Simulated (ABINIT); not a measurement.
# A GW chain in ABINIT: BaTiO3 (P4mm), part 2 of 3

Aim: the G0W0 gap of BaTiO3 (P4mm) on LDA, step by step.

ABINIT 10.8.3; LDA and many-body steps on it, plane waves. Known limits of the many-body steps: not at the basis limit; no spin-orbit coupling; coarse k mesh.

So far. Step 2 (Ground state): The gap is indirect, with the least direct gap 0.37 eV higher.

## Step 3: Bands along the symmetry lines

Level of this step: DFT, LDA, plane waves, norm-conserving pseudopotentials (ABINIT).

Levels along a band path, at the cheap level, show where the edges lie and whether the meshes to come will hold them.

Contents of run.abi:

```
acell 3*1.0 Angstrom
rprim 
  3.990480000000 0.000000000000 0.000000000000
  0.000000000000 3.990480000000 0.000000000000
  0.000000000000 0.000000000000 4.023030000000
ntypat 3
znucl 56 22 8
natom 5
typat 1 2 3 3 3
xred 
  0.000000000000 0.000000000000 0.000000000000
  0.500000000000 0.500000000000 0.522000000000
  0.500000000000 0.500000000000 0.979000000000
  0.500000000000 0.000000000000 0.488000000000
  0.000000000000 0.500000000000 0.488000000000
pp_dirpath "pseudos"
pseudos "Ba.upf, Ti.upf, O.upf"
ecut 38
iscf -2
irdden 1
kptopt 0
nkpt 75
kpt 
  0.00000000 0.00000000 0.00000000
  0.00000000 0.06250000 0.00000000
  0.00000000 0.12500000 0.00000000
  0.00000000 0.18750000 0.00000000
  0.00000000 0.25000000 0.00000000
  0.00000000 0.31250000 0.00000000
  0.00000000 0.37500000 0.00000000
  0.00000000 0.43750000 0.00000000
  0.00000000 0.50000000 0.00000000
  0.06250000 0.50000000 0.00000000
  0.12500000 0.50000000 0.00000000
  0.18750000 0.50000000 0.00000000
  0.25000000 0.50000000 0.00000000
  0.31250000 0.50000000 0.00000000
  0.37500000 0.50000000 0.00000000
  0.43750000 0.50000000 0.00000000
  0.50000000 0.50000000 0.00000000
  0.43750000 0.43750000 0.00000000
  0.37500000 0.37500000 0.00000000
  0.31250000 0.31250000 0.00000000
  0.25000000 0.25000000 0.00000000
  0.18750000 0.18750000 0.00000000
  0.12500000 0.12500000 0.00000000
  0.06250000 0.06250000 0.00000000
  0.00000000 0.00000000 0.00000000
  0.00000000 0.00000000 0.06250000
  0.00000000 0.00000000 0.12500000
  0.00000000 0.00000000 0.18750000
  0.00000000 0.00000000 0.25000000
  0.00000000 0.00000000 0.31250000
  0.00000000 0.00000000 0.37500000
  0.00000000 0.00000000 0.43750000
  0.00000000 0.00000000 0.50000000
  0.00000000 0.06250000 0.50000000
  0.00000000 0.12500000 0.50000000
  0.00000000 0.18750000 0.50000000
  0.00000000 0.25000000 0.50000000
  0.00000000 0.31250000 0.50000000
  0.00000000 0.37500000 0.50000000
  0.00000000 0.43750000 0.50000000
  0.00000000 0.50000000 0.50000000
  0.06250000 0.50000000 0.50000000
  0.12500000 0.50000000 0.50000000
  0.18750000 0.50000000 0.50000000
  0.25000000 0.50000000 0.50000000
  0.31250000 0.50000000 0.50000000
  0.37500000 0.50000000 0.50000000
  0.43750000 0.50000000 0.50000000
  0.50000000 0.50000000 0.50000000
  0.43750000 0.43750000 0.50000000
  0.37500000 0.37500000 0.50000000
  0.31250000 0.31250000 0.50000000
  0.25000000 0.25000000 0.50000000
  0.18750000 0.18750000 0.50000000
  0.12500000 0.12500000 0.50000000
  0.06250000 0.06250000 0.50000000
  0.00000000 0.00000000 0.50000000
  0.00000000 0.50000000 0.00000000
  0.00000000 0.50000000 0.06250000
  0.00000000 0.50000000 0.12500000
  0.00000000 0.50000000 0.18750000
  0.00000000 0.50000000 0.25000000
  0.00000000 0.50000000 0.31250000
  0.00000000 0.50000000 0.37500000
  0.00000000 0.50000000 0.43750000
  0.00000000 0.50000000 0.50000000
  0.50000000 0.50000000 0.00000000
  0.50000000 0.50000000 0.06250000
  0.50000000 0.50000000 0.12500000
  0.50000000 0.50000000 0.18750000
  0.50000000 0.50000000 0.25000000
  0.50000000 0.50000000 0.31250000
  0.50000000 0.50000000 0.37500000
  0.50000000 0.50000000 0.43750000
  0.50000000 0.50000000 0.50000000
istwfk *1
nband 31
nbdbuf 6
tolwfr 1e-07
nstep 50
prtwf 0
prtvol 0
indata_prefix "in"
outdata_prefix "out"
tmpdata_prefix "tmp"
```

Command:

```bash
> OMP_NUM_THREADS=1 mpirun -n 4 abinit run.abi > log
```

Numbers of over 12 decimals in the logs are rounded to 6 here.

The log of the run:

```text
.Version 10.8.3 of ABINIT. v10.8.2 released Aug 2026.

 Symmetries : space group P4 m m (# 99); Bravais tP (primitive tetrag.)
[... echo of the input left out ...]
== DATASET  1 ==================================================================
-   mpi_nproc: 4, omp_nthreads: 1 (-1 if OMP is not activated)

--- !DatasetInfo
iteration_state: {dtset: 1, }
dimensions: {natom: 5, nkpt: 75, mband: 31, nsppol: 1, nspinor: 1, nspden: 1, mpw: 4869, }
cutoff_energies: {ecut:  38.0, pawecutdg:  -1.0, }
electrons: {nelect:   4.00000000E+01, charge:   0.00000000E+00, occopt:   1.00000000E+00, tsmear:   1.00000000E-02, }

 Real(R)+Recip(G) space primitive vectors, cartesian coordinates (Bohr,Bohr^-1):
 R(1)=  7.5409143  0.0000000  0.0000000  G(1)=  0.1326099  0.0000000  0.0000000
 R(2)=  0.0000000  7.5409143  0.0000000  G(2)=  0.0000000  0.1326099  0.0000000
 R(3)=  0.0000000  0.0000000  7.6024249  G(3)=  0.0000000  0.0000000  0.1315370
 Unit cell volume ucvol=  4.3231485E+02 bohr^3
 Angles (23,13,12)=  9.00000000E+01  9.00000000E+01  9.00000000E+01 degrees

 getcut: wavevector=  0.0000  0.0000  0.0000  ngfft=  45  45  45
         ecut(hartree)=     38.000   => boxcut(ratio)=   2.08566

--- Pseudopotential description ------------------------------------------------
- Ba Generated using ONCVPSP code by D. R. Hamann
- 56.00000  10.00000  180309                  znucl, zion, pspdat
12 -1012 2 -1 1912                            pspcod,pspxc,lmax,lloc,mmax
     nproj     2     2     2
  pspatm : epsatm=   25.95172157
         --- l  ekb(1:nproj) -->
             0    6.668455    0.685657
             1    5.046948    0.410312
             2    2.551809    0.419281
 pspatm: atomic psp has been read  and splines computed

- Ti Generated using ONCVPSP code by D. R. Hamann
- 22.00000  12.00000  180309                  znucl, zion, pspdat
12 -1012 2 -1 1568                            pspcod,pspxc,lmax,lloc,mmax
     nproj     2     2     2
  pspatm : epsatm=   14.84363209
         --- l  ekb(1:nproj) -->
[...]
pspatm: atomic psp has been read  and splines computed

- O Generated using ONCVPSP code by D. R. Hamann
-  8.00000   6.00000  201201                  znucl, zion, pspdat
12 -1012 2 -1 926                             pspcod,pspxc,lmax,lloc,mmax
     nproj     2     2     1
  pspatm : epsatm=    6.27558587
         --- l  ekb(1:nproj) -->
[...]
2   -1.033686
 pspatm: atomic psp has been read  and splines computed

--------------------------------------------------------------------------------

================================================================================
 prteigrs : about to open file out_EIG
 Non-SCF case, kpt    1 (  0.00000  0.00000  0.00000), residuals and eigenvalues=
  6.40E-08  4.04E-08  2.29E-08  5.95E-08  5.93E-08  3.11E-08  8.30E-08  6.96E-08
[...]
2.2738E-01  2.3378E-01  3.8929E-01  3.8982E-01  3.8982E-01  4.6960E-01
  4.7916E-01  4.7916E-01  5.1831E-01  5.2952E-01  6.1044E-01  6.1342E-01
  6.8574E-01

--- !ResultsGS
iteration_state: {dtset: 1, }
comment   : Summary of ground state results
lattice_vectors:
- [  7.5409143,   0.0000000,   0.0000000, ]
- [  0.0000000,   7.5409143,   0.0000000, ]
- [  0.0000000,   0.0000000,   7.6024249, ]
lattice_lengths: [   7.54091,    7.54091,    7.60242, ]
lattice_angles: [ 90.000,  90.000,  90.000, ] # degrees, (23, 13, 12)
lattice_volume:   4.3231485E+02
convergence: {deltae:  0.000E+00, res2:  0.000E+00, residm:  9.976E-08, diffor:  0.000E+00, }
etotal    :  -1.37396662E+02
entropy   :   0.00000000E+00
fermie    :   2.33784656E-01
cartesian_stress_tensor: null
pressure_GPa: null
xred      :
- [  0.0000E+00,   0.0000E+00,   0.0000E+00, Ba]
- [  5.0000E-01,   5.0000E-01,   5.2200E-01, Ti]
- [  5.0000E-01,   5.0000E-01,   9.7900E-01,  O]
- [  5.0000E-01,   0.0000E+00,   4.8800E-01,  O]
- [  0.0000E+00,   5.0000E-01,   4.8800E-01,  O]
cartesian_forces: null
force_length_stats: {min: null, max: null, mean: null, }

 Integrated electronic density in atomic spheres:
 ------------------------------------------------
 Atom  Sphere_radius  Integrated_density
[...]
================================================================================

 ----iterations are completed or convergence reached----

 Mean square residual over all n,k,spin=   49.321E-09; max=  99.758E-09
 reduced coordinates (array xred) for    5 atoms
[...]
0.500000000000      0.000000000000      0.488000000000
       0.000000000000      0.500000000000      0.488000000000

 cartesian coordinates (angstrom) at end:
    1      0.000000     0.000000     0.000000
    2      1.995240     1.995240     2.100022
    3      1.995240     1.995240     3.938546
    4      1.995240     0.000000     1.963239
    5      0.000000     1.995240     1.963239
 length scales=  1.889726125908  1.889726125908  1.889726125908 bohr
              =  1.000000000000  1.000000000000  1.000000000000 angstroms
 prteigrs : about to open file out_EIG
 Eigenvalues (hartree) for nkpt=  75  k points:
 kpt#   1, nband= 31, wtk=  1.00000, kpt=  0.0000  0.0000  0.0000 (reduced coord)
[...]
kpt#   2, nband= 31, wtk=  1.00000, kpt=  0.0000  0.0625  0.0000 (reduced coord)
[...]
kpt#   3, nband= 31, wtk=  1.00000, kpt=  0.0000  0.1250  0.0000 (reduced coord)
[...]
kpt#  74, nband= 31, wtk=  1.00000, kpt=  0.5000  0.5000  0.4375 (reduced coord)
[...]
0.48276    0.48276    0.51832    0.52698    0.60458    0.61423    0.68660
 kpt#  75, nband= 31, wtk=  1.00000, kpt=  0.5000  0.5000  0.5000 (reduced coord)
[...]
-0.15967   -0.15967   -0.15742    0.06630    0.09069    0.09346    0.14166    0.14166
   0.14426    0.22738    0.22738    0.23378    0.38929    0.38982    0.38982    0.46960
   0.47916    0.47916    0.51831    0.52952    0.61044    0.61342    0.68574

== END DATASET(S) ==============================================================
================================================================================

 -outvars: echo values of variables after computation  --------
            nband          31
             nkpt          75
          spgroup          99
 [... the other variables as echoed above ...]

 Calculation completed.
```

Run time: 47 s. Hardware: 4 MPI ranks of Arm Neoverse V2, shared host; peak memory 0.44 GiB.

Numbers from this step:

* gap: 1.765 eV
* k of the valence top: 0.5, 0.5, 0.5
* k of the conduction bottom: 0, 0, 0
* least direct gap: 2.138 eV

The gap is 1.765 eV, as in the run before at this level.

The electronic bands at the labelled points (eV, zero at the top of the highest filled band):

```tsv
point	band 17	band 18	band 19	band 20	band 21	band 22	band 23	band 24
Γ	-1.20	-0.44	-0.37	-0.37	1.77	2.14	2.14	4.16
halfway	-1.55	-1.28	-0.82	-0.67	2.20	2.75	2.80	4.29
X	-1.87	-1.70	-1.14	-0.97	2.27	3.54	3.61	4.27
halfway	-1.69	-1.55	-1.13	-0.51	2.85	3.62	3.68	4.78
M	-1.84	-1.08	-1.08	-0.07	3.64	3.64	3.99	4.78
halfway	-1.97	-1.20	-0.94	-0.51	2.71	2.94	3.11	4.78
Γ	-1.20	-0.44	-0.37	-0.37	1.77	2.14	2.14	4.16
halfway	-1.65	-1.33	-0.55	-0.55	1.84	2.94	2.94	4.16
Z	-2.02	-1.98	-0.72	-0.72	1.92	3.65	3.65	4.16
halfway	-1.46	-1.32	-1.12	-0.67	2.82	3.66	3.69	4.82
R	-1.76	-0.92	-0.90	-0.25	3.58	3.67	3.99	5.00
halfway	-2.52	-0.63	-0.53	-0.21	3.87	3.89	4.12	6.28
A	-2.44	-0.17	-0.17	0.00	4.23	4.25	4.25	6.42
halfway	-2.20	-0.91	-0.73	-0.67	3.32	3.77	3.82	6.03
Z	-2.02	-1.98	-0.72	-0.72	1.92	3.65	3.65	4.16
jump to X	-1.87	-1.70	-1.14	-0.97	2.27	3.54	3.61	4.27
halfway	-1.50	-1.44	-1.22	-0.64	3.00	3.56	3.71	4.86
R	-1.76	-0.92	-0.90	-0.25	3.58	3.67	3.99	5.00
jump to M	-1.84	-1.08	-1.08	-0.07	3.64	3.64	3.99	4.78
halfway	-2.59	-0.72	-0.72	-0.04	3.92	3.92	4.11	6.06
A	-2.44	-0.17	-0.17	0.00	4.23	4.25	4.25	6.42
```

## Step 4: Empty states on the mesh, 2×2×2 mesh, 132 bands

The sums over transitions need many empty states on a uniform mesh; this step solves for them.

Contents of run.abi:

```
acell 3*1.0 Angstrom
rprim 
  3.990480000000 0.000000000000 0.000000000000
  0.000000000000 3.990480000000 0.000000000000
  0.000000000000 0.000000000000 4.023030000000
ntypat 3
znucl 56 22 8
natom 5
typat 1 2 3 3 3
xred 
  0.000000000000 0.000000000000 0.000000000000
  0.500000000000 0.500000000000 0.522000000000
  0.500000000000 0.500000000000 0.979000000000
  0.500000000000 0.000000000000 0.488000000000
  0.000000000000 0.500000000000 0.488000000000
pp_dirpath "pseudos"
pseudos "Ba.upf, Ti.upf, O.upf"
ecut 38
ngkpt 2 2 2
nshiftk 1
shiftk 0 0 0
kptopt 1
chksymbreak 0
iscf -2
irdden 1
istwfk *1
nband 132
nbdbuf 12
tolwfr 1e-09
nstep 60
prtvol 0
indata_prefix "in"
outdata_prefix "out"
tmpdata_prefix "tmp"
```

The log of the run:

```text
.Version 10.8.3 of ABINIT. v10.8.2 released Aug 2026.

 Symmetries : space group P4 m m (# 99); Bravais tP (primitive tetrag.)
[... echo of the input left out ...]
== DATASET  1 ==================================================================
-   mpi_nproc: 4, omp_nthreads: 1 (-1 if OMP is not activated)

--- !DatasetInfo
iteration_state: {dtset: 1, }
dimensions: {natom: 5, nkpt: 6, mband: 132, nsppol: 1, nspinor: 1, nspden: 1, mpw: 4868, }
cutoff_energies: {ecut:  38.0, pawecutdg:  -1.0, }
electrons: {nelect:   4.00000000E+01, charge:   0.00000000E+00, occopt:   1.00000000E+00, tsmear:   1.00000000E-02, }

 Real(R)+Recip(G) space primitive vectors, cartesian coordinates (Bohr,Bohr^-1):
 R(1)=  7.5409143  0.0000000  0.0000000  G(1)=  0.1326099  0.0000000  0.0000000
 R(2)=  0.0000000  7.5409143  0.0000000  G(2)=  0.0000000  0.1326099  0.0000000
 R(3)=  0.0000000  0.0000000  7.6024249  G(3)=  0.0000000  0.0000000  0.1315370
 Unit cell volume ucvol=  4.3231485E+02 bohr^3
 Angles (23,13,12)=  9.00000000E+01  9.00000000E+01  9.00000000E+01 degrees

 getcut: wavevector=  0.0000  0.0000  0.0000  ngfft=  45  45  45
         ecut(hartree)=     38.000   => boxcut(ratio)=   2.08566

--- Pseudopotential description ------------------------------------------------
- Ba Generated using ONCVPSP code by D. R. Hamann
- 56.00000  10.00000  180309                  znucl, zion, pspdat
12 -1012 2 -1 1912                            pspcod,pspxc,lmax,lloc,mmax
     nproj     2     2     2
  pspatm : epsatm=   25.95172157
         --- l  ekb(1:nproj) -->
             0    6.668455    0.685657
             1    5.046948    0.410312
             2    2.551809    0.419281
 pspatm: atomic psp has been read  and splines computed

- Ti Generated using ONCVPSP code by D. R. Hamann
- 22.00000  12.00000  180309                  znucl, zion, pspdat
12 -1012 2 -1 1568                            pspcod,pspxc,lmax,lloc,mmax
     nproj     2     2     2
  pspatm : epsatm=   14.84363209
         --- l  ekb(1:nproj) -->
[...]
pspatm: atomic psp has been read  and splines computed

- O Generated using ONCVPSP code by D. R. Hamann
-  8.00000   6.00000  201201                  znucl, zion, pspdat
12 -1012 2 -1 926                             pspcod,pspxc,lmax,lloc,mmax
     nproj     2     2     1
  pspatm : epsatm=    6.27558587
         --- l  ekb(1:nproj) -->
[...]
2   -1.033686
 pspatm: atomic psp has been read  and splines computed

--------------------------------------------------------------------------------

================================================================================
 prteigrs : about to open file out_EIG
 Non-SCF case, kpt    1 (  0.00000  0.00000  0.00000), residuals and eigenvalues=
  5.14E-10  1.58E-10  1.65E-10  8.47E-10  5.58E-10  1.65E-10  1.29E-10  2.60E-10
  1.07E-10  2.97E-10  1.70E-10  2.38E-10  1.14E-10  3.72E-10  2.52E-10  3.62E-10
  4.26E-10  2.18E-10  1.22E-10  3.49E-10  2.39E-10  1.22E-10  1.45E-10  1.05E-10
[...]
1.11E-04  4.30E-05  1.36E-04  7.17E-04
 -1.8192E+00 -9.6036E-01 -9.5763E-01 -9.5763E-01 -6.7771E-01 -3.7675E-01
 -3.5242E-01 -3.4810E-01 -1.3141E-01 -1.3141E-01 -1.3141E-01  1.4637E-01
  1.4716E-01  1.4716E-01  1.8139E-01  1.8139E-01  1.8969E-01  2.1771E-01
[...]
2.8358E+00  2.8395E+00  2.8687E+00  2.8735E+00  2.8994E+00  2.8994E+00
  2.9452E+00  2.9498E+00  2.9501E+00  2.9579E+00  2.9694E+00  2.9752E+00
 prteigrs : prtvol=0 or 1, do not print more k-points.

--- !ResultsGS
iteration_state: {dtset: 1, }
comment   : Summary of ground state results
lattice_vectors:
- [  7.5409143,   0.0000000,   0.0000000, ]
- [  0.0000000,   7.5409143,   0.0000000, ]
- [  0.0000000,   0.0000000,   7.6024249, ]
lattice_lengths: [   7.54091,    7.54091,    7.60242, ]
lattice_angles: [ 90.000,  90.000,  90.000, ] # degrees, (23, 13, 12)
lattice_volume:   4.3231485E+02
convergence: {deltae:  0.000E+00, res2:  0.000E+00, residm:  9.860E-10, diffor:  0.000E+00, }
etotal    :  -1.37396662E+02
entropy   :   0.00000000E+00
fermie    :   2.33784656E-01
cartesian_stress_tensor: null
pressure_GPa: null
xred      :
- [  0.0000E+00,   0.0000E+00,   0.0000E+00, Ba]
- [  5.0000E-01,   5.0000E-01,   5.2200E-01, Ti]
- [  5.0000E-01,   5.0000E-01,   9.7900E-01,  O]
- [  5.0000E-01,   0.0000E+00,   4.8800E-01,  O]
- [  0.0000E+00,   5.0000E-01,   4.8800E-01,  O]
cartesian_forces: null
force_length_stats: {min: null, max: null, mean: null, }

 Integrated electronic density in atomic spheres:
 ------------------------------------------------
 Atom  Sphere_radius  Integrated_density
[...]
================================================================================

 ----iterations are completed or convergence reached----

 Mean square residual over all n,k,spin=   35.938E-11; max=  98.598E-11
 reduced coordinates (array xred) for    5 atoms
[...]
0.500000000000      0.000000000000      0.488000000000
       0.000000000000      0.500000000000      0.488000000000

 cartesian coordinates (angstrom) at end:
    1      0.000000     0.000000     0.000000
    2      1.995240     1.995240     2.100022
    3      1.995240     1.995240     3.938546
    4      1.995240     0.000000     1.963239
    5      0.000000     1.995240     1.963239
 length scales=  1.889726125908  1.889726125908  1.889726125908 bohr
              =  1.000000000000  1.000000000000  1.000000000000 angstroms
 prteigrs : about to open file out_EIG
 Eigenvalues (hartree) for nkpt=   6  k points:
 kpt#   1, nband=132, wtk=  0.12500, kpt=  0.0000  0.0000  0.0000 (reduced coord)
[...]
2.72389    2.72827    2.72827    2.74558    2.74816    2.75000    2.83362    2.83362
   2.83576    2.83945    2.86869    2.87348    2.89940    2.89940    2.94525    2.94976
   2.95012    2.95788    2.96944    2.97523
 prteigrs : prtvol=0 or 1, do not print more k-points.

== END DATASET(S) ==============================================================
================================================================================

 -outvars: echo values of variables after computation  --------
            nband         132
             nkpt           6
          spgroup          99
 [... the other variables as echoed above ...]

 Calculation completed.
```

Run time: 38 s. Hardware: 4 MPI ranks; peak memory 0.34 GiB; 2.5 min of CPU time.

This step gave:

| Item | Value |
| --- | --- |
| gap | 1.765 eV |
| k of the valence top | 0.5, 0.5, 0.5 |
| k of the conduction bottom | 0, 0, 0 |
| least direct gap | 2.138 eV |
| k points computed | 6 |
| lowest point of the top converged band, above the valence top | 68.1300 eV |

On this mesh the gap is 1.765 eV.

[end of part 2 of 3]

[Paths, hosts, dates, memory and timing lines, banners, echoed tables and standing remarks are left out of the program output.]

[Logs are printed without paths, hosts, clocks, repeated set-up lines and the standing remarks that a program may print on its own settings, such as how far it seeks lower states.]

[Runs of the session that timed out or met a known fault of the program may be left out.]

[Hosts, paths, dates, database ids (printed as entryN), source tags and the programs' standing remarks are cut or masked in the printed files.]

[G0W0 gaps are taken among the corrected bands and points alone; a level outside them can change the order at an edge.]

[Where Ansatz stands beside ABINIT at settings called matched, ABINIT's density can come from a denser mesh and the files from another edition; pairs whose starting gaps differed by over 0.03 eV were left out, so agreement reads better than it is.]
